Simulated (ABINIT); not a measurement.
# Calculated records

**SrTiO3 (Tausonite): G0W0 with ABINIT, start to end**

Symmetry: Pm-3m, No. 221, cubic system. The conventional cell has a = 3.905 Å, b = 3.905 Å, c = 3.905 Å, α = 90.00°, β = 90.00°, γ = 90.00°. Sr has 12 O at 2.76 Å nearest. Ti has 6 O at 1.95 Å nearest. Nearest to O lie 2 Ti at 1.95 Å and 4 Sr at 2.76 Å. Farther neighbours, and contacts between anions beyond the nearest, are not listed.

```xyz
5
Lattice="3.9053 0.0000 0.0000 0.0000 3.9053 0.0000 0.0000 0.0000 3.9053" Properties=species:S:1:pos:R:3 pbc="T T T"
Sr    1.9526    1.9526    1.9526
Ti    0.0000    0.0000    0.0000
O     1.9526    0.0000    0.0000
O     0.0000    1.9526    0.0000
O     0.0000    0.0000    1.9526
```

```
method               : RPA screening on PBEsol, plane waves, norm-conserving pseudopotentials (and 2 further levels or steps)
program              : ABINIT 10.8.3
settings             : cutoff 38 Ha, PseudoDojo scalar-relativistic 0.4.1 standard, norm-conserving, potential set dojo-sr-pbesol-0.4.1-standard, ngkpt (4, 4, 4), nband 147, ecuteps 4.8 Ha, inclvkb 2, shiftk (0, 0, 0), symchi 1, awtr 1, frequency ppm, 4×4×4 k-mesh
cost                 : 5 runs, 12 min in all on 4 MPI ranks of Arm Neoverse V1, shared host
notes                : The program’s warnings: nkpt*nsppol () is not a multiple of nproc spkpt (). The cell and positions come from the Crystallography Open Database and are kept as given unless a step says otherwise. Limits: no spin-orbit coupling. The 4×4×4 mesh is coarse for this cell, which bears on the long-range parts of exchange and screening.
PBEsol gap           : 1.85 eV, indirect
G0W0 gap on the mesh : 3.54 eV
GW settings          : 4×4×4 mesh, 147 bands, screening to 130.6 eV, Godby-Needs plasmon pole
known limits         : short of the basis limit; no spin-orbit coupling; coarse k mesh
```

G0W0 moves the gap on the mesh from 1.85 eV to 3.54 eV (+1.68 eV), with Z of 0.77 and 0.79 at the edges. Local fields lower the RPA ε∞ on this mesh from 6.94 to 6.57; a Γ-centred mesh this coarse tends to raise both, most where the direct gap is narrow, while a short band sum lowers them.

[Long decimals in the printed logs are rounded to 6 places.]

[Logs are printed without paths, hosts, clocks, repeated set-up lines and the standing remarks that a program may print on its own settings, such as how far it seeks lower states.]

[Paths, hosts, dates, memory and timing lines, banners, echoed tables and standing remarks are left out of the program output; an Ansatz launch command may be rebuilt from the run's recorded settings. Measured values are a selection of at most five: reports struck by readers or far from the other reports are left out. None is set beside runs whose start may be inverted or whose files or cutoffs have a known fault.]

[Runs of the session that timed out or met a known fault of the program may be left out.]

[Hosts, paths, dates, database ids (printed as entryN), source tags and the programs' standing remarks are cut or masked in the printed files.]

[G0W0 gaps are taken among the corrected bands and points alone; a level outside them can change the order at an edge.]

[Where Ansatz stands beside ABINIT at settings called matched, ABINIT's density can come from a denser mesh and the files from another edition; pairs whose starting gaps differed by over 0.03 eV were left out, so agreement reads better than it is.]
